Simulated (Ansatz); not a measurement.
# VOs (Pm-3m): phonons and vibrational spectra

How does VOs (Pm-3m) vibrate, and is this structure a minimum?

Main program and level: Ansatz 0.2.0; DFT PBEsol, scalar-relativistic, plane waves, PAW; PAW set soft_1.

### 1. Starting point

The structure is cubic, space group Pm-3m (No. 221). Conventional cell: a = 3.017 Å, b = 3.017 Å, c = 3.017 Å, α = 90.00°, β = 90.00°, γ = 90.00°. V has 8 Os at 2.61 Å nearest. Nearest to Os lie 8 V at 2.61 Å. Farther neighbours are not listed.

Coordinates:

```cif
data_structure
_symmetry_space_group_name_H-M 'P 1'
_symmetry_Int_Tables_number 1
_cell_length_a 3.0166
_cell_length_b 3.0166
_cell_length_c 3.0166
_cell_angle_alpha 90.000
_cell_angle_beta 90.000
_cell_angle_gamma 90.000
_cell_volume 27.45
loop_
_atom_site_label
_atom_site_type_symbol
_atom_site_fract_x
_atom_site_fract_y
_atom_site_fract_z
_atom_site_occupancy
V1 V 0.00000 0.00000 0.00000 1
Os2 Os 0.50000 0.50000 0.50000 1
```

### 2. Coarse relaxation

The start is far from rest, so a relaxation with loose tolerances brings it close first.

The input, input.yaml:

```yaml
crystal:
  lattice:
    - [3.01657359, 0.0, 0.0]
    - [0.0, 3.01657359, 0.0]
    - [0.0, 0.0, 3.01657359]
  atoms:
    - { symbol: V, position: [0.0, 0.0, 0.0] }
    - { symbol: Os, position: [0.5, 0.5, 0.5] }
kpoints:
  mp_grid: { grid: [6, 6, 6] }
hamiltonian:
  xc: pbesol
  pseudopotentials: { kind: paw, azcp: { folder: soft_1 }, xc_functional: pbe }
scf:
  occupations: { method: gaussian, width: 0.1 }
output:
  forces: true
  stress: true
  eigenvalues: true
relax:
  adjacent_minimum: "off"
  f_tol: 0.05
  max_steps: 80
  cell: { stress_tol: 0.5 }
```

Launch:

```console
ansatz run input.yaml --threads 4 --pin off --max-ram 10240MiB --backend cpu --events-out ev --progress --plain --runs-dir out
```

Numbers of over 12 decimals in the logs are rounded to 6 here.

The program printed:

```text
The last accepted step is kept in <dir> (removed where the run ends without a failure and the disk answers)
Engine: ansatz 0.2.0, aarch64-unknown-linux-gnu
Pseudopotentials: kind: paw
Pseudopotential: V, paw, valence charge 13, recommended cutoff 420 eV (normal), soft_1/V.paw.azcp
Pseudopotential: Os, paw, valence charge 16, recommended cutoff 420 eV (normal), soft_1/Os.paw.azcp
Functional definition: PBEsol
[...]
--- Relaxed structure (3 steps of the walk, 3 accepted, 1 SCFs on fresh bases) ---
  F+E_penalty+E_count = -14138.07419257 eV   max|allowed force component| = 6.285e-29 eV/Å   (the final SCF, on the basis selected at the relaxed cell)
  cell:  # Å, volume = 26.6695 Å³
    - [2.987710, 0, 0]
    - [0, 2.987710, 0]
    - [0, 0.0, 2.987710]
  atoms:
    - { symbol: V, position: [0, 0, 0] }
    - { symbol: Os, position: [0.500000, 0.500000, 0.500000] }
[key lines of the parts left out:]
SCF converged after 6 iterations
Free energy (F): -14138.074193 eV
Fermi energy:    22.535674 eV
P = ⅓ Tr σ = -0.4723 GPa (-4.723 kbar)
```

It took 1.5 s on 4 threads of Arm Neoverse V1, shared host; peak memory 0.31 GiB.

Step by step:

```tsv
step	energy less that of the first step (eV)	largest force component (eV/Å)	pressure (GPa)	volume (Å³)
1	0.0000	0.0000	-8.91	27.45
2	-0.0026	0.0000	9.71	25.87
3	-0.0242	0.0000	-0.48	26.67
4*	-0.0233	0.0000	-0.47	26.67
```

Relaxation steps marked * repeat the geometry before them on a plane-wave basis chosen anew for their cell, so energy and pressure can jump there.

Forces are held to the 48 operations that the run works with; a distortion that breaks them can't arise in this run.

```tsv
conventional cell, symmetrised	before	after	change
a (Å)	3.017	2.988	-1.0 %
b (Å)	3.017	2.988	-1.0 %
c (Å)	3.017	2.988	-1.0 %
volume (Å³/atom)	13.72	13.33	-2.8 %
```

Final coordinates:

```xyz
2
Lattice="2.9877 0.0000 0.0000 0.0000 2.9877 0.0000 0.0000 0.0000 2.9877" Properties=species:S:1:pos:R:3 pbc="T T T"
V     0.0000    0.0000    0.0000
Os    1.4939    1.4939    1.4939
```

Numbers from this step:

```
pressure          : -0.4723 GPa
volume per atom   : 13.33 Å³
gap on the k-mesh : 0 eV
```

In this step the volume went from 13.72 to 13.33 Å³/atom.

### 3. Relaxation

Harmonic phonons are second derivatives at a point where the forces vanish, and they are wanted at zero stress, so atoms and cell are relaxed first.

input.yaml, the sections that differ from step 2:

```yaml
crystal:
  lattice:
    - [2.9877097768, 0.0, 0.0]
    - [0.0, 2.9877097768, 0.0]
    - [0.0, 0.0, 2.9877097768]
  atoms:
    - { symbol: V, position: [0.0, 0.0, 0.0] }
    - { symbol: Os, position: [0.5, 0.5, 0.5] }
kpoints:
  mp_grid: { grid: [14, 14, 14] }
output:
  forces: true
  stress: true
  eigenvalues: true
  write_density: true
  write_potential: true
  elf: true
  volumetric_format: npy
relax:
  adjacent_minimum: "off"
  f_tol: 0.005
  max_steps: 80
  cell: { stress_tol: 0.05 }
# hamiltonian, scf: as in step 2
```

The program printed:

```text
[...]
Crystal: 2 atoms, lattice volume = 26.670 Å³
Basis set: ecut = 420 eV, 485 PW (Γ), exchange–correlation on 40×40×40 points (8 copies of the dense FFT grid, shifted against one another)
Bands: 19, of which v1, the nominal top of the filled ones, is band 15 counted from 1 (14 counted from 0)
Symmetry: 48 space group operations
[...]
k-points: 120 of 2744
[...]
SCF iter   1: F=—  HF=-14139.570424 eV  |F-HF|=—  |Δ(HF+E_count)|=         —  Δρ=1.68e-1  dr2=1.16e1  ethr=3.10e-3  ⟨swp⟩=4.5  Hψ=8787  notcnv=0
[...]
SCF iter   8: F=-14138.064022 eV  HF=-14138.064022 eV  |F-HF|=1.60e-10  |Δ(HF+E_count)|=  6.91e-11  Δρ=7.48e-7  dr2=1.73e-10  ethr=2.54e-11  ⟨swp⟩=4.2  Hψ=11344  notcnv=0
[...]
SCF 1 converged in 8 iterations: F = -14138.064022 eV  dr2 = 1.73e-10
[...]
relax step   1: F+E_penalty+E_count = -14138.06402197 eV  Δ(F+E_penalty+E_count) = +0.000e0 eV  max|allowed force component| = 2.761e-30 eV/Å  Δτ_max = 0.0000 Å  P = +0.124 GPa  Ω = 26.670 Å³  (8 SCF iters, dr2 threshold 1.00e-7 eV, accepted)
Crystal: 2 atoms, lattice volume = 26.689 Å³
[...]
SCF iter   6: F=-14138.064002 eV  HF=-14138.064002 eV  |F-HF|=1.82e-12  |Δ(HF+E_count)|=  3.64e-12  Δρ=2.30e-8  dr2=7.04e-14  ethr=1.00e-12  ⟨swp⟩=4.0  Hψ=8927  notcnv=0
SCF 2 converged in 6 iterations: F = -14138.064002 eV  dr2 = 7.04e-14
relax step   2: F+E_penalty+E_count = -14138.06400232 eV  Δ(F+E_penalty+E_count) = +1.965e-5 eV  max|allowed force component| = 8.710e-30 eV/Å  Δτ_max = 0.0000 Å  P = -0.102 GPa  Ω = 26.689 Å³  energy of the carried Pulay correction = -2.094e-5 eV  (6 SCF iters, accepted)
Crystal: 2 atoms, lattice volume = 26.680 Å³
[...]
SCF iter   6: F=-14138.064015 eV  HF=-14138.064015 eV  |F-HF|=7.28e-12  |Δ(HF+E_count)|=  7.28e-12  Δρ=2.37e-8  dr2=1.34e-13  ethr=1.00e-12  ⟨swp⟩=3.8  Hψ=8718  notcnv=0
SCF 3 converged in 6 iterations: F = -14138.064015 eV  dr2 = 1.34e-13
relax step   3: F+E_penalty+E_count = -14138.06401455 eV  Δ(F+E_penalty+E_count) = -1.223e-5 eV  max|allowed force component| = 1.295e-29 eV/Å  Δτ_max = 0.0000 Å  P = -0.000 GPa  Ω = 26.680 Å³  energy of the carried Pulay correction = -1.147e-5 eV  (6 SCF iters, accepted)
[...]
SCF iter   8: F=-14138.064032 eV  HF=-14138.064032 eV  |F-HF|=5.46e-12  |Δ(HF+E_count)|=  1.82e-12  Δρ=4.70e-10  dr2=2.34e-17  ethr=1.00e-12  ⟨swp⟩=1.0  Hψ=5043  notcnv=0
SCF 4 converged in 8 iterations: F = -14138.064032 eV  dr2 = 2.34e-17
relax step   4: F+E_penalty+E_count = -14138.06403162 eV  Δ(F+E_penalty+E_count) = -1.707e-5 eV  max|allowed force component| = 1.709e-30 eV/Å  Δτ_max = 0.0000 Å  P = -0.000 GPa  Ω = 26.680 Å³  stress off target by 3.47e-4 GPa  SCF on the basis re-selected at this cell (its energy is not comparable with the rows above)  (8 SCF iters)
basis re-selected at this cell: Δ(F+E_penalty+E_count) = -1.707e-5 eV, ΔP = -0.000 GPa vs the last step (what re-selecting the basis moved, of the pressure what is left beyond the Pulay correction that the steps carried, after the strain that the cell walked since its last selection, with what the two solves' SCF thresholds leave and, on support functions, any second-order correction that the steps lacked; it is no m [...]
SCF converged after 8 iterations
Free energy (F): -14138.064032 eV
[...]
Internal energy: -14138.049067 eV  (E = F + TS)
E sigma→0 (E₀):  -14138.056549 eV
Entropy (-TS):   -0.014965 eV (-7.482 meV/atom)
Fermi energy:    22.528066 eV
[...]
--- Stress (GPa, compression-positive) ---
       -0.000347       0.000000      -0.000000
        0.000000      -0.000347      -0.000000
       -0.000000      -0.000000      -0.000347
  P = ⅓ Tr σ = -0.0003 GPa (-0.003 kbar)
--- Band table (eV; the first three rows and the last of 120) ---
  k-point 0: bands = [... 11 lower, 20.3755, 20.3755, 20.3755, 23.3603, 23.3603, 25.2210, 25.2210, 25.2210]
  k-point 1: bands = [... 11 lower, 20.3572, 20.3572, 20.4223, 23.2460, 23.4017, 24.9698, 24.9698, 25.1488]
  k-point 2: bands = [... 11 lower, 20.3090, 20.3090, 20.5608, 22.9190, 23.5194, 24.3706, 24.3706, 24.9394]
  k-point 119: bands = [... 11 lower, 20.0587, 20.0587, 20.0587, 23.5715, 23.5715, 24.1271, 24.1271, 29.9390]
--- Relaxed structure (3 steps of the walk, 3 accepted, 1 SCFs on fresh bases) ---
[...]
cell:  # Å, volume = 26.6800 Å³
    - [2.988102, 0, 0]
    - [0, 2.988102, 0]
    - [0, 0, 2.988102]
  atoms:
    - { symbol: V, position: [0, 0, 0] }
    - { symbol: Os, position: [0.5, 0.5, 0.5] }
```

It took 4.2 s on 4 threads; peak memory 0.38 GiB.

Little changed from the start: no atom moved by 0.005 Å and no cell edge by 0.1 %.

Numbers from this step:

| Property | Result |
| --- | --- |
| pressure | -3.47e-4 GPa |
| volume per atom | 13.34 Å³ |

ELF in the ac plane at fractional y = 0.000, with atoms of V within 0.2 Å of it. It is the smooth field of the valence electrons, not physical close to the nuclei.

Ten even steps from '0' (0.10) to '9' (0.72):
```
999620133102699
998510244201589
765201355310256
221013555531012
000134555543100
012355555555321
234555555555543
234555555555543
012355555555321
000134555543100
221013555531012
765201355310256
998510244201589
999620133102699
999720022002799
```
Columns run along a (3.0 Å), rows up along c (3.0 Å). Atoms in or near the plane, at fractional coordinates: V at (0.00, 0.00).

Electrostatic potential energy in the ac plane at fractional y = 0.000, with atoms of V within 0.2 Å of it. With pseudopotentials it is smooth inside the atoms' cores, unlike the true potential.

Ten even steps from '_' (-20 eV) to '@' (23 eV):
```
________--##@@@@@@@@##--______
______..++%%@@@@@@@@%%++..____
____..==##@@@@@@@@@@@@##==..__
----++##%%@@@@@@@@@@@@%%##++--
####%%@@@@@@@@@@@@@@@@@@@@%%##
@@@@@@@@@@@@@@@@@@@@@@@@@@@@@@
@@@@@@@@@@@@@@@@@@@@@@@@@@@@@@
@@@@@@@@@@@@@@@@@@@@@@@@@@@@@@
@@@@@@@@@@@@@@@@@@@@@@@@@@@@@@
####%%@@@@@@@@@@@@@@@@@@@@%%##
----++##%%@@@@@@@@@@@@%%##++--
____..==##@@@@@@@@@@@@##==..__
______..++%%@@@@@@@@%%++..____
________--##@@@@@@@@##--______
..______--##@@@@@@@@##--______
```
Columns run along a (3.0 Å; values clipped at the 3rd and 97th percentile), rows up along c (3.0 Å). Atoms in or near the plane, at fractional coordinates: V at (0.00, 0.00).

Valence density in the ac plane at fractional y = 0.000, with atoms of V within 0.2 Å of it. It is the smooth field of the valence electrons, not physical close to the nuclei.

Ten even steps from '0' (0 e/Å³) to '9' (17 e/Å³):
```
874100000000147
442000000000024
110000000000001
000000000000000
000000000000000
000000000000000
000000000000000
000000000000000
000000000000000
000000000000000
000000000000000
110000000000001
442000000000024
874100000000147
984100000000148
```
Columns run along a (3.0 Å), rows up along c (3.0 Å). Atoms in or near the plane, at fractional coordinates: V at (0.00, 0.00).

In this step the volume went from 13.33 to 13.34 Å³/atom.

### 4. Tight relaxation

Phonons need a cell at rest on their own settings, so the relaxation is repeated with tight tolerances on forces and stress on the k mesh and occupations of the first response run.

The input, input.yaml:

```yaml
crystal:
  lattice:
    - [2.9881023857, 0.0, 0.0]
    - [0.0, 2.9881023857, 0.0]
    - [0.0, 0.0, 2.9881023857]
  atoms:
    - { symbol: V, position: [0.0, 0.0, 0.0] }
    - { symbol: Os, position: [0.5, 0.5, 0.5] }
kpoints:
  mp_grid: { grid: [16, 16, 16] }
hamiltonian:
  xc: pbesol
  pseudopotentials: { kind: paw, azcp: { folder: soft_1 }, xc_functional: pbe }
scf:
  occupations: { method: methfessel_paxton, width: 0.2 }
output:
  forces: true
  stress: true
  eigenvalues: true
relax:
  adjacent_minimum: "off"
  f_tol: 0.001
  max_steps: 60
  cell: { stress_tol: 0.01 }
```

The program printed:

```text
[...]
Crystal: 2 atoms, lattice volume = 26.680 Å³
Basis set: ecut = 420 eV, 485 PW (Γ), exchange–correlation on 40×40×40 points (8 copies of the dense FFT grid, shifted against one another)
Bands: 19, of which v1, the nominal top of the filled ones, is band 15 counted from 1 (14 counted from 0)
Symmetry: 48 space group operations
[...]
k-points: 165 of 4096
[...]
k-point 164: bands = [... 11 lower, 20.0660, 20.0660, 20.0660, 23.5787, 23.5787, 24.1359, 24.1359, 29.9495]
--- Relaxed structure (3 steps of the walk, 3 accepted, 1 SCFs on fresh bases) ---
[...]
cell:  # Å, volume = 26.6723 Å³
    - [2.987815, 0, 0.0]
    - [0, 2.987815, 0.0]
    - [0.0, 0.0, 2.987815]
  atoms:
    - { symbol: V, position: [0, 0, 0] }
    - { symbol: Os, position: [0.5, 0.5, 0.5] }
[key lines of the parts left out:]
SCF converged after 4 iterations
Free energy (F): -14138.059508 eV
Fermi energy:    22.540048 eV
P = ⅓ Tr σ = -0.0003 GPa (-0.003 kbar)
```

Run time: 4.7 s. Hardware: 4 threads; peak memory 0.4 GiB; 17 s of CPU time.

Little changed from the start: no atom moved by 0.005 Å and no cell edge by 0.1 %.

This step gave:

```
pressure : -2.56e-4 GPa
```

The forces vanish by symmetry and the pressure is 0.000 GPa, within the tolerances set. The cell now holds 13.34 Å³/atom.

### 5. Modes at Γ

The zone centre comes first: it holds the modes that light can see, as far as symmetry allows. No field response is asked, since the mesh shows no gap.

input.yaml, the sections that differ from step 4:

```yaml
crystal:
  lattice:
    - [2.9878150098, 0.0, 0.0]
    - [0.0, 2.9878150098, 0.0]
    - [0.0, 0.0, 2.9878150098]
  atoms:
    - { symbol: V, position: [0.0, 0.0, 0.0] }
    - { symbol: Os, position: [0.5, 0.5, 0.5] }
output:
  eigenvalues: true
phonons:
  method: dfpt
# kpoints, hamiltonian, scf: as in step 4
# relax: removed
```

The program printed:

```text
[...]
Crystal: 2 atoms, lattice volume = 26.672 Å³
Basis set: ecut = 420 eV, 485 PW (Γ), exchange–correlation on 40×40×40 points (8 copies of the dense FFT grid, shifted against one another)
Bands: 19, of which v1, the nominal top of the filled ones, is band 15 counted from 1 (14 counted from 0)
Symmetry: 48 space group operations
k-points: 405 of 4096 (irreducible under 8 space group operations, time reversal used)
[...]
SCF iter   1: F=—  HF=-14139.566482 eV  |F-HF|=—  |Δ(HF+E_count)|=         —  Δρ=1.68e-1  dr2=1.16e1  ethr=3.10e-3  ⟨swp⟩=4.6  Hψ=29680  notcnv=0
[...]
SCF iter   9: F=-14138.059508 eV  HF=-14138.059508 eV  |F-HF|=3.64e-12  |Δ(HF+E_count)|=  2.00e-11  S|Δr|=    0.00e0  Δρ=1.53e-7  dr2=6.16e-12  ethr=1.00e-12  ⟨swp⟩=5.3  Hψ=30771  notcnv=0
[...]
SCF 1 converged in 9 iterations: F = -14138.059508 eV  dr2 = 6.16e-12
[...]
DFPT response loops at Γ: preconditioner auto → Kerker (q_TF=auto, 2.767 Å⁻¹) (partly filled bands, converged f_vac=0.000); β = 1.00, the filter's whole step (`scf.mixing.beta` (0.50) is not read by the response loops under this deck's `scf.mixing.preconditioner`; to damp them name `kerker` or `kerker_dos`, under which they read `scf.mixing.beta`, and type it under 1.00, their step now; both keys bind the ground state too); Broyden in place of MSR1
SCF converged after 9 iterations
[...]
Free energy (F): -14138.059508 eV
[...]
Internal energy: -14138.058894 eV  (E = F + TS)
E sigma→0 (E₀):  -14138.059354 eV
Entropy (-TS):   -0.000613 eV (-0.307 meV/atom)
Fermi energy:    22.540048 eV
[...]
--- Band table (eV; the first three rows and the last of 405) ---
  k-point 0: bands = [... 11 lower, 20.3822, 20.3822, 20.3822, 23.3683, 23.3683, 25.2300, 25.2300, 25.2300]
  k-point 1: bands = [... 11 lower, 20.3680, 20.3680, 20.4180, 23.2804, 23.4000, 25.0345, 25.0345, 25.1745]
  k-point 2: bands = [... 11 lower, 20.3296, 20.3296, 20.5245, 23.0264, 23.4916, 24.5471, 24.5471, 25.0126]
  k-point 404: bands = [... 11 lower, 20.0660, 20.0660, 20.0660, 23.5787, 23.5787, 24.1359, 24.1359, 29.9495]
--- Phonons (Γ-DFPT): 2 representative perturbations + reference, on 405 of 4096 k-points (Σ response iterations 6) ---
  k mesh reduced under 8 symmetry operations, with k and −k counted as one. Each operation leaves every solved perturbation unchanged. A smaller set is not used because it would not reduce the number of displacements times k-points to solve
  ASR residual: 2.073e-4 → 0.000e0 eV/Å²; symmetrization residual: 1.261e-5 eV/Å²
  ASR residual per site (eV/Å²): 2.77e-7 2.07e-4
  Γ frequencies (cm⁻¹): 0.00 0.00 0.00 109.24 109.24 109.24
  non-analytic LO–TO correction: not included (Born effective charges unavailable; polar crystals: no LO–TO splitting at Γ)
```

Wall time 15 s (4 threads); peak memory 0.9 GiB; 53 s of CPU time.

Reading the cycles: dr2 is the Hartree energy of the density residual (eV), the measure of convergence; HF is the Harris–Foulkes estimate of the energy, which meets the free energy F at convergence.

This step gave:

```yaml
sum_rule_residual_before_enforcement: 2.07e-4 eV/Å²
point_group: m-3m
highest_optical_mode_at_the_zone_centre_no_lo_to_term: 109.2 cm⁻¹
lowest_optical_zone_centre_mode: 109.2 cm⁻¹
```

Patterns of degenerate modes are one choice out of their space. The modes at Γ (shares of kinetic energy by element, %):

```tsv
mode	frequency (cm⁻¹)	symmetry	V %	Os %
1	0.0	acoustic	21	79
2	0.0	acoustic	21	79
3	0.0	acoustic	21	79
4	109.2	T1u	79	21
5	109.2	T1u	79	21
6	109.2	T1u	79	21
```

Displacements in mode 5 (109.2 cm⁻¹), the largest set to 1:
```
V1   0.00  1.00  0.00
Os2  0.00 -0.27  0.00
```

Before it was imposed, the acoustic sum rule was missed by 2.1e-4 eV/Å². Small misses are needed for a sound result but don't prove that mesh and cutoff are converged. The lowest optical mode is real, 109 cm⁻¹.

[end of part 1 of 2]

[Logs are printed without paths, hosts, clocks, repeated set-up lines and the standing remarks that a program may print on its own settings, such as how far it seeks lower states.]

[Hosts, paths, dates, database ids (printed as entryN), source tags and the programs' standing remarks are cut or masked in the printed files.]
